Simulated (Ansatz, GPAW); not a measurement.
TlS3Br (R3m): refractive index against wavelength

The refractive index of TlS3Br (R3m) along x below the direct gap (1.74 eV on the mesh) is read from one computed spectrum, n = √(Re ε). x, y and z are the Cartesian axes of the input cell.

It takes space group R3m (No. 160, trigonal). The conventional cell has a = 7.704 Å, b = 7.704 Å, c = 9.996 Å, α = 90.00°, β = 90.00°, γ = 120.00°. Around Tl on site a lie 1 Br at 3.04 Å and 3 S at 3.27 Å. Br on site a has 1 Tl at 3.04 Å and 3 S at 3.28 Å as nearest neighbours. Around S on site b lie 2 S at 2.11 Å.

Method: GPAW 26.7.0, PBE, RPA, k-mesh 6×6×6, local fields up to 50 eV, Lorentzian half width 0.05 eV.

Launch of the response step: `OMP_NUM_THREADS=1 python df.py`. The run took 9.0 min, its band step included, on 1 thread of Arm Neoverse V2, on a shared host.

| wavelength (nm) | photon energy E (eV) | n |
| --- | --- | --- |
| 3000 | 0.413 | 2.0972 |
| 2000 | 0.620 | 2.1092 |
| 1550 | 0.800 | 2.1244 |
| 1310 | 0.946 | 2.1405 |
| 1064 | 1.165 | ? |

In the single-oscillator model n² − 1 = E₀E_d/(E₀² − E²), so 1/(n² − 1) = E₀/E_d − E²/(E₀E_d) is linear in E².

Working, on the rows shown:

| x = E² (eV²) | y = 1/(n² − 1) |
| --- | --- |
| 0.170801 | 0.294269 |
| 0.384302 | 0.289962 |
| 0.639837 | 0.284651 |
| 0.895757 | 0.279194 |

Means: x̄ = 0.52267, ȳ = 0.28702. Σ(x − x̄)(y − ȳ) = -0.006155, Σ(x − x̄)² = 0.2959. Slope = -0.006155 / 0.2959 = -0.0208; intercept = ȳ − slope · x̄ = 0.29789. Turned back into n, the line misses the rows shown by at most 0.0002.

Question: Fill in the last column of the withheld row.

Answer: At x = 1.3578 the line gives y = 0.26964, that is 2.1699. The run gave 2.1726, so the extrapolation is off by 0.0027, 4 % of the range in the table.

Refitted with all rows, the slope is -0.02146 and the intercept 0.29818. These give E₀ = √(intercept/−slope) = 3.73 eV and E_d = E₀/intercept = 12.5 eV; E₀ is 2.1 times the direct gap. The electronic limit at long wavelengths, without lattice vibrations, is n = √(1 + 1/intercept) = 2.087. The structure is a model and need not exist. Excitons are left out. The values come from a sum over the points of one k-mesh and carry its error, which grows as the direct gap shrinks. Spin-orbit coupling is left out.
